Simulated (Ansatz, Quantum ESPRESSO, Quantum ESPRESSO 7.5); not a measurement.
**Work function of relaxed Be(0001) under two functionals**

How much does the work function of Be(0001) depend on the functional?

Calculated with Quantum ESPRESSO 7.5; plane-wave DFT, PBE, GBRV ultrasoft pseudopotentials (geometry and cross-check by Ansatz 0.2.0 with PAW datasets; geometry under PBE).

**Measured values to reproduce.**

For Be (polycrystalline sample, no single face), “Anisotropic work function of elemental crystals” (2019, arxiv:1902.07811) quotes earlier work: work function, loosely compared (polycrystalline sample, no single face) 4.98 eV.

## 1. The starting structure

The cell holds 6 atoms: 6 Be. Cell: a = 2.290 Å, b = 2.290 Å, c = 24.971 Å, α = 90.0°, β = 90.0°, γ = 60.0°. It derives from Be. Vacuum lies along c.

## 2. Geometry from Ansatz of (0001)

The geometry comes first, from a plane-wave PAW code, so that the later runs on this slab share one structure.

input.yaml

```yaml
crystal:
  lattice:
    - [2.29, 0.0, 0.0]
    - [1.145, 1.9831981747, 0.0]
    - [0.0, 0.0, 24.971075]
  atoms:
    - { symbol: Be, position: [0.6666666667, 0.6666666667, 0.3203706689] }
    - { symbol: Be, position: [0.0, 0.0, 0.3922224013] }
    - { symbol: Be, position: [0.6666666667, 0.6666666667, 0.4640741338] }
    - { symbol: Be, position: [0.0, 0.0, 0.5359258662] }
    - { symbol: Be, position: [0.6666666667, 0.6666666667, 0.6077775987] }
    - { symbol: Be, position: [0.0, 0.0, 0.6796293311] }
kpoints:
  mp_grid: { grid: [12, 12, 1] }
hamiltonian:
  xc: pbe
scf:
  occupations: { method: fermi_dirac, width: 0.1 }
  convergence: { dr2_threshold: 1.0e-08 }
efield:
  axis: 3
  dipole_correction: true
  ramp_position: 0.97
  ramp_width: 0.04
relax:
  f_tol: 0.01
  constraints: [{ sites: [2, 3] }]
output:
  write_potential: true
  write_density: true
  volumetric_format: npy
```

Run with:

```bash
ansatz run input.yaml --threads 2 --pin off --max-ram 4096MiB --backend cpu --events-out ev --progress --plain --runs-dir out
```

Numbers of over 12 decimals in the logs are rounded to 6 here.

Log:

```text
Engine: ansatz 0.2.0, aarch64-unknown-linux-gnu
Pseudopotentials: kind: paw
Pseudopotential: Be, paw, valence charge 2, recommended cutoff 420 eV (normal), Be.paw.azcp
Functional definition: PBE
  parameter kappa = 0.804
  parameter beta = 0.066725
  exchange = pbe_x(kappa = kappa, mu = beta*pi^2/3)
  correlation = pbe_c(beta = beta)
Crystal: 6 atoms, lattice volume = 113.407 Å³
Basis set: ecut = 420 eV, 2207 PW (Γ), exchange–correlation on 32×32×360 points (8 copies of the dense FFT grid, shifted against one another)
Bands: 12, of which v1, the nominal top of the filled ones, is band 6 counted from 1 (5 counted from 0)
Symmetry: 6 space group operations
k-points: 19 of 144 (time reversal used)
Non-local potential: Be, projectors of the file, l = 0: 2, l = 1: 2, l = 2: 1
PAW form: soft (Blöchl's): semilocal exchange-correlation on the pseudo side does not see the compensation charge
PAW one-centre angular grid: Be, 110 points (default); XC on 64 Gauss nodes
Initial density: superposition of atomic densities (neutral atoms: chi_scale 0, normalization atom), corrected by the library's trained network
Initial wavefunctions: pseudopotential atomic-orbital guess
Functional: x = pbe(κ = 0.804, μ = 0.219515), c = pbe(β = 0.066725)
SCF iter   1: F=—  HF=-555.557496 eV  |F-HF|=—  |Δ(HF+E_count)|=         —  Δρ=1.99e-3  dr2=2.42e-2  ethr=1.77e-3  p=-0.000 e·Å  D=-4.04e-5 V/Å  ΔV_dip=0.00 eV  dr2_dipole=2.14e-6  V_vac-E_F(+/−)=5.57/5.57 eV  ⟨swp⟩=10.1  Hψ=2469  notcnv=0  defer=6
efield: sawtooth ramp at fractional position 0.9700 (set: `efield.ramp_position`, or a place that a band, a saddle search or an elastic batch's reference lends), width 0.0400; the density the first Hamiltonian is built on has a dipole p = -0.000 e·Å; the dipole correction subtracts the counter field D = -4.04e-5 V/Å, which shifts the + side's vacuum level by +0.00 eV against the − side's; the planar-averaged density in the ramp window peaks in size at 1.2e-5 e/Å³
preconditioner: auto → LDOS  [insulator: Δε(μ)=0.541 eV  Ē_g=8.527 eV  σ=0.100 eV  W_gap=0.54  n_scr=14 (ndim 8)  ℏωp=12.1 eV  f_vac=0.472  D(μ)=1.79/eV (n_scr^D=12)  ε∞_Penn≈3.0  β→1.0]
SCF iter   2: F=—  HF=-555.556801 eV  |F-HF|=—  |Δ(HF+E_count)|=   6.96e-4  Δρ=8.55e-4  dr2=4.08e-3  ethr=2.02e-4  p=-0.000 e·Å  D=-2.25e-5 V/Å  ΔV_dip=0.00 eV  dr2_dipole=3.43e-8  V_vac-E_F(+/−)=5.43/5.43 eV  ⟨swp⟩=1.7  Hψ=426  notcnv=0  defer=10
SCF iter   3: F=—  HF=-555.556512 eV  |F-HF|=—  |Δ(HF+E_count)|=   2.88e-4  Δρ=4.91e-4  dr2=1.09e-3  ethr=3.40e-5  p=0.000 e·Å  D=3.21e-5 V/Å  ΔV_dip=-0.00 eV  dr2_dipole=7.20e-9  V_vac-E_F(+/−)=5.40/5.40 eV  ⟨swp⟩=2.6  Hψ=341  notcnv=0  defer=10
SCF iter   4: F=—  HF=-555.556265 eV  |F-HF|=—  |Δ(HF+E_count)|=   2.47e-4  Δρ=1.08e-4  dr2=5.80e-5  ethr=9.09e-6  p=0.000 e·Å  D=1.36e-6 V/Å  ΔV_dip=-0.00 eV  dr2_dipole=1.65e-12  V_vac-E_F(+/−)=5.39/5.39 eV  ⟨swp⟩=2.6  Hψ=326  notcnv=0  defer=10
SCF iter   5: F=—  HF=-555.556398 eV  |F-HF|=—  |Δ(HF+E_count)|=   1.32e-4  Δρ=2.84e-5  dr2=1.92e-6  ethr=4.83e-7  p=0.000 e·Å  D=1.12e-6 V/Å  ΔV_dip=-0.00 eV  dr2_dipole=6.13e-9  V_vac-E_F(+/−)=5.40/5.40 eV  ⟨swp⟩=2.4  Hψ=351  notcnv=0  defer=10
SCF iter   6: F=—  HF=-555.556399 eV  |F-HF|=—  |Δ(HF+E_count)|=   1.32e-6  Δρ=6.09e-6  dr2=4.84e-8  ethr=1.60e-8  p=0.000 e·Å  D=6.58e-7 V/Å  ΔV_dip=-0.00 eV  dr2_dipole=1.15e-9  V_vac-E_F(+/−)=5.40/5.40 eV  ⟨swp⟩=2.3  Hψ=316  notcnv=0  defer=10
SCF iter   7: F=-555.556399 eV  HF=-555.556399 eV  |F-HF|=7.58e-10  |Δ(HF+E_count)|=   1.76e-7  Δρ=1.11e-6  dr2=4.24e-9  ethr=8.33e-11  p=-0.000 e·Å  D=-2.73e-7 V/Å  ΔV_dip=0.00 eV  dr2_dipole=3.07e-12  V_vac-E_F(+/−)=5.40/5.40 eV  ⟨swp⟩=10.2  Hψ=1384  notcnv=0
SCF 1 converged in 7 iterations: F = -555.556399 eV  dr2 = 4.24e-9
  greatest PAW one-centre occupation: 0.364 electrons in one spin orbital (limit 2), on the Be atom at site 1 (counted from 0), in its partial waves of l = 0
relax step   1: F+E_penalty+E_count = -555.55639910 eV  Δ(F+E_penalty+E_count) = +0.000e0 eV  max|allowed force component| = 1.268e-1 eV/Å  Δτ_max = 0.0000 Å  (7 SCF iters, accepted)
Initial density: handed on by an earlier stage of this run
Initial wavefunctions: those handed on with the density
iter 1 solved again at ethr=2.76e-5 eV; its pass at ethr=3.10e-3 eV (dr2=3.31e-3 eV) is discarded
SCF iter   1: F=—  HF=-555.559353 eV  |F-HF|=—  |Δ(HF+E_count)|=         —  Δρ=8.15e-4  dr2=3.20e-3  ethr=2.76e-5  p=-0.000 e·Å  D=-2.74e-7 V/Å  ΔV_dip=0.00 eV  dr2_dipole=1.03e-9  V_vac-E_F(+/−)=5.39/5.39 eV  ⟨swp⟩=2.2  Hψ=1079  notcnv=0  defer=14
efield: sawtooth ramp at fractional position 0.9700 (set: `efield.ramp_position`, or a place that a band, a saddle search or an elastic batch's reference lends), width 0.0400; the density the first Hamiltonian is built on has a dipole p = -0.000 e·Å; the dipole correction subtracts the counter field D = -2.74e-7 V/Å, which shifts the + side's vacuum level by +0.00 eV against the − side's; the planar-averaged density in the ramp window peaks in size at 8.3e-8 e/Å³
preconditioner: auto → LDOS  [insulator: Δε(μ)=0.520 eV  Ē_g=8.529 eV  σ=0.100 eV  W_gap=0.52  n_scr=14 (ndim 8)  ℏωp=12.1 eV  f_vac=0.461  D(μ)=1.80/eV (n_scr^D=12)  ε∞_Penn≈3.0  β→1.0]
SCF iter   2: F=—  HF=-555.558833 eV  |F-HF|=—  |Δ(HF+E_count)|=   5.20e-4  Δρ=5.47e-4  dr2=8.82e-4  ethr=2.67e-5  p=-0.000 e·Å  D=-4.95e-5 V/Å  ΔV_dip=0.00 eV  dr2_dipole=1.67e-7  V_vac-E_F(+/−)=5.41/5.41 eV  ⟨swp⟩=2.5  Hψ=337  notcnv=0  defer=14
SCF iter   3: F=—  HF=-555.558621 eV  |F-HF|=—  |Δ(HF+E_count)|=   2.12e-4  Δρ=1.07e-4  dr2=2.61e-5  ethr=7.35e-6  p=0.000 e·Å  D=3.56e-6 V/Å  ΔV_dip=-0.00 eV  dr2_dipole=6.40e-9  V_vac-E_F(+/−)=5.40/5.40 eV  ⟨swp⟩=2.5  Hψ=340  notcnv=0  defer=14
SCF iter   4: F=—  HF=-555.558754 eV  |F-HF|=—  |Δ(HF+E_count)|=   1.33e-4  Δρ=3.23e-5  dr2=4.24e-6  ethr=2.18e-7  p=-0.000 e·Å  D=-1.98e-6 V/Å  ΔV_dip=0.00 eV  dr2_dipole=5.47e-10  V_vac-E_F(+/−)=5.39/5.39 eV  ⟨swp⟩=2.6  Hψ=368  notcnv=0  defer=14
SCF iter   5: F=—  HF=-555.558753 eV  |F-HF|=—  |Δ(HF+E_count)|=   7.98e-7  Δρ=7.07e-6  dr2=1.66e-7  ethr=3.53e-8  p=-0.000 e·Å  D=-2.32e-7 V/Å  ΔV_dip=0.00 eV  dr2_dipole=1.60e-11  V_vac-E_F(+/−)=5.39/5.39 eV  ⟨swp⟩=2.3  Hψ=307  notcnv=0  defer=14
SCF iter   6: F=-555.558753 eV  HF=-555.558753 eV  |F-HF|=3.89e-9  |Δ(HF+E_count)|=   2.34e-7  Δρ=1.13e-6  dr2=8.61e-9  ethr=8.33e-11  p=0.000 e·Å  D=9.20e-7 V/Å  ΔV_dip=-0.00 eV  dr2_dipole=5.46e-13  V_vac-E_F(+/−)=5.39/5.39 eV  ⟨swp⟩=8.5  Hψ=1496  notcnv=0
SCF 2 converged in 6 iterations: F = -555.558753 eV  dr2 = 8.61e-9
  greatest PAW one-centre occupation: 0.363 electrons in one spin orbital (limit 2), on the Be atom at site 4 (counted from 0), in its partial waves of l = 0
relax step   2: F+E_penalty+E_count = -555.55875317 eV  Δ(F+E_penalty+E_count) = -2.354e-3 eV  max|allowed force component| = 5.792e-2 eV/Å  Δτ_max = 0.0100 Å  (6 SCF iters, accepted)
SCF iter   1: F=—  HF=-555.560118 eV  |F-HF|=—  |Δ(HF+E_count)|=         —  Δρ=8.24e-4  dr2=3.18e-3  ethr=3.32e-4  p=0.000 e·Å  D=9.18e-7 V/Å  ΔV_dip=-0.00 eV  dr2_dipole=2.51e-10  V_vac-E_F(+/−)=5.38/5.38 eV  ⟨swp⟩=2.9  Hψ=784  notcnv=0  defer=14
efield: sawtooth ramp at fractional position 0.9700 (set: `efield.ramp_position`, or a place that a band, a saddle search or an elastic batch's reference lends), width 0.0400; the density the first Hamiltonian is built on has a dipole p = 0.000 e·Å; the dipole correction subtracts the counter field D = 9.18e-7 V/Å, which shifts the + side's vacuum level by -0.00 eV against the − side's; the planar-averaged density in the ramp window peaks in size at 7.5e-8 e/Å³
preconditioner: auto → LDOS  [insulator: Δε(μ)=0.512 eV  Ē_g=8.517 eV  σ=0.100 eV  W_gap=0.53  n_scr=14 (ndim 8)  ℏωp=12.1 eV  f_vac=0.461  D(μ)=1.80/eV (n_scr^D=12)  ε∞_Penn≈3.0  β→1.0]
SCF iter   2: F=—  HF=-555.559541 eV  |F-HF|=—  |Δ(HF+E_count)|=   5.77e-4  Δρ=5.31e-4  dr2=8.53e-4  ethr=2.65e-5  p=-0.000 e·Å  D=-5.55e-5 V/Å  ΔV_dip=0.00 eV  dr2_dipole=2.22e-7  V_vac-E_F(+/−)=5.41/5.41 eV  ⟨swp⟩=2.6  Hψ=518  notcnv=0  defer=14
SCF iter   3: F=—  HF=-555.559357 eV  |F-HF|=—  |Δ(HF+E_count)|=   1.84e-4  Δρ=1.06e-4  dr2=3.35e-5  ethr=7.11e-6  p=0.000 e·Å  D=7.88e-6 V/Å  ΔV_dip=-0.00 eV  dr2_dipole=1.31e-8  V_vac-E_F(+/−)=5.39/5.39 eV  ⟨swp⟩=2.6  Hψ=345  notcnv=0  defer=14
SCF iter   4: F=—  HF=-555.559489 eV  |F-HF|=—  |Δ(HF+E_count)|=   1.32e-4  Δρ=3.88e-5  dr2=7.76e-6  ethr=2.79e-7  p=-0.000 e·Å  D=-1.70e-6 V/Å  ΔV_dip=0.00 eV  dr2_dipole=1.28e-9  V_vac-E_F(+/−)=5.39/5.39 eV  ⟨swp⟩=2.5  Hψ=365  notcnv=0  defer=14
SCF iter   5: F=—  HF=-555.559488 eV  |F-HF|=—  |Δ(HF+E_count)|=   8.91e-7  Δρ=8.14e-6  dr2=4.37e-7  ethr=6.47e-8  p=0.000 e·Å  D=6.46e-8 V/Å  ΔV_dip=-0.00 eV  dr2_dipole=8.16e-11  V_vac-E_F(+/−)=5.39/5.39 eV  ⟨swp⟩=2.3  Hψ=312  notcnv=0  defer=14
SCF iter   6: F=—  HF=-555.559488 eV  |F-HF|=—  |Δ(HF+E_count)|=   2.17e-7  Δρ=1.43e-6  dr2=2.51e-8  ethr=3.64e-9  p=0.000 e·Å  D=1.45e-6 V/Å  ΔV_dip=-0.00 eV  dr2_dipole=2.93e-12  V_vac-E_F(+/−)=5.39/5.39 eV  ⟨swp⟩=2.1  Hψ=306  notcnv=0  defer=14
SCF iter   7: F=-555.559488 eV  HF=-555.559488 eV  |F-HF|=1.83e-9  |Δ(HF+E_count)|=   4.13e-9  Δρ=3.44e-7  dr2=6.06e-10  ethr=8.33e-11  p=0.000 e·Å  D=1.04e-7 V/Å  ΔV_dip=-0.00 eV  dr2_dipole=1.04e-14  V_vac-E_F(+/−)=5.39/5.39 eV  ⟨swp⟩=9.2  Hψ=1276  notcnv=0
SCF 3 converged in 7 iterations: F = -555.559488 eV  dr2 = 6.06e-10
  greatest PAW one-centre occupation: 0.362 electrons in one spin orbital (limit 2), on the Be atom at site 1 (counted from 0), in its partial waves of l = 0
relax step   3: F+E_penalty+E_count = -555.55948829 eV  Δ(F+E_penalty+E_count) = -7.351e-4 eV  max|allowed force component| = 1.667e-3 eV/Å  Δτ_max = 0.0122 Å  (7 SCF iters, accepted)
NSCF: frozen V_eff on 19 k-points
the band table was solved once a step of the walk had ended and its energy, with any forces and stress, was formed, with the checks that follow a solve (2380 applications of the Hamiltonian). They found nothing against the state; the energy, forces and stress were not computed again (output.eigenvalues in the input reference)
SCF converged after 7 iterations
Free energy (F): -555.559488 eV
Harris-Foulkes:  -555.559488 eV  (|F-HF|=1.83e-9)
Internal energy: -555.503570 eV  (E = F + TS)
E sigma→0 (E₀):  -555.531529 eV
Entropy (-TS):   -0.055919 eV (-9.320 meV/atom)
Fermi energy:    0.096516 eV
Dipole field:    D = 0.000000 V/Å  (p = 0.000000 e·Å, saw-weighted, corrected)
Work function:   Φ+ = 5.3890 eV   Φ− = 5.3890 eV
Levels:          The Fermi level and band energies are counted from a zero that moves with the ramp; work functions are not
--- Per-component energies (eV) ---
  E_band       = -46.402995
  E_kinetic    = 118.943574
  E_local      = -3827.932527  (includes V_loc(G=0)·N_el)
  E_nonlocal   = 26.876250
  E_hartree    = 1882.506007
  E_xc         = -115.676668
  E_vxc        = -120.879141  (∫ρ·V_xc dr)
  E_paw        = -357.251174  (= ΣΔE_a)
  E_vpaw       = -8.423880  (= ΣTr[D̂ρ^β])
  E_aug_tail   = -0.000004  (compensation charges beyond the density's cutoff)
  E_efield     = 0.000000  (sawtooth field / dipole correction)
  E_vefield    = -0.000001  (∫n·V_field dr)
  E_ewald      = 1717.030972
  E_smearing   = -0.055919  (= −TS)
  E_closure    = 0.000000  (closes the sum)
  Σ components = -555.559488   (vs F -555.559488, Δ=0.00e0)
--- Forces (eV/Å), atoms counted from 1 ---
  atom   1  Be     0.00000000    -0.00000000    -0.00103496
  atom   2  Be     0.00000000     0.00000000     0.00166738
  atom   3  Be    -0.00000000    -0.00000000     0.02084570
  atom   4  Be    -0.00000000     0.00000000    -0.02091274
  atom   5  Be    -0.00000000    -0.00000000    -0.00153173
  atom   6  Be    -0.00000000     0.00000000     0.00096347
  max |Σ_I F_I| component: 2.89e-6 eV/Å
--- Band table (eV; the first three rows and the last of 19) ---
  k-point 0: bands = [... 2 lower, -8.4147, -7.0050, -5.2847, -2.6071, -2.1248, 3.1213, 4.5900, 5.2754, ... 2 higher]
  k-point 1: bands = [... 2 lower, -8.2143, -6.8011, -5.0704, -2.3953, -1.8831, 3.2353, 4.8051, 5.5154, ... 2 higher]
  k-point 2: bands = [... 2 lower, -7.6152, -6.1940, -4.4364, -1.7759, -1.1608, 3.5421, 5.4028, 6.2291, ... 2 higher]
  k-point 18: bands = [... 2 lower, -0.4990, -0.4990, -0.2608, -0.2608, 0.7737, 0.9918, 0.9919, 2.3908, ... 2 higher]
--- Relaxed structure (3 steps of the walk, 3 accepted, 0 SCFs on fresh bases) ---
  F+E_penalty+E_count = -555.55948829 eV   max|allowed force component| = 1.667e-3 eV/Å
  atoms:
    - { symbol: Be, position: [0.666667, 0.666667, 0.319480] }
    - { symbol: Be, position: [0, 0, 0.392531] }
    - { symbol: Be, position: [0.666667, 0.666667, 0.4640741338] }
    - { symbol: Be, position: [0.0, 0.0, 0.5359258662] }
    - { symbol: Be, position: [0.666667, 0.666667, 0.607468] }
    - { symbol: Be, position: [0, 0, 0.680520] }
```

Wall time 3.7 s (2 threads of Arm Neoverse V2, shared host); peak memory 0.31 GiB.

Step by step:

```csv
step,energy less that of the first step (eV),largest force component (eV/Å)
1,0.0000,0.1268
2,-0.0024,0.0579
3,-0.0031,0.0017
```

Forces are held to the 6 operations that the run works with; a distortion that breaks them can't arise in this run.

The atoms that moved most (Å):

```csv
atom,dx,dy,dz,length
Be6,0.000,0.000,0.022,0.022
Be1,0.000,0.000,-0.022,0.022
Be5,0.000,0.000,-0.008,0.008
Be2,0.000,0.000,0.008,0.008
```

The relaxed structure:

```xyz
6
Lattice="2.2900 0.0000 0.0000 1.1450 1.9832 0.0000 0.0000 0.0000 24.9711" Properties=species:S:1:pos:R:3
Be    2.2900    1.3221    7.9778
Be    0.0000    0.0000    9.8019
Be    2.2900    1.3221   11.5884
Be    0.0000    0.0000   13.3826
Be    2.2900    1.3221   15.1691
Be    0.0000    0.0000   16.9933
```

 Held were the atoms numbered 3 and 4; the forces quoted are those on the free ones.

Read from the output:

- free energy: -555.5595 eV
- energy at zero smearing: -555.5315 eV
- smearing term TS: 0.05592 eV
- Fermi energy: 0.09652 eV
- symmetry operations: 6
- work function of the upper face: 5.389 eV
- work function of the lower face: 5.389 eV
- dipole along the normal: 1.80e-7 e·Å

(Continued in part 2 of 2.)

[Logs are printed without paths, hosts, clocks, repeated set-up lines and the standing remarks that a program may print on its own settings, such as how far it seeks lower states.]

[Hosts, paths, dates, database ids (printed as entryN), source tags and the programs' standing remarks are cut or masked in the printed files.]

[Maps of the electrostatic potential energy from Ansatz leave out the sawtooth potential of an applied field or a dipole correction, so their vacuum need not be flat; planar profiles and work functions include it.]
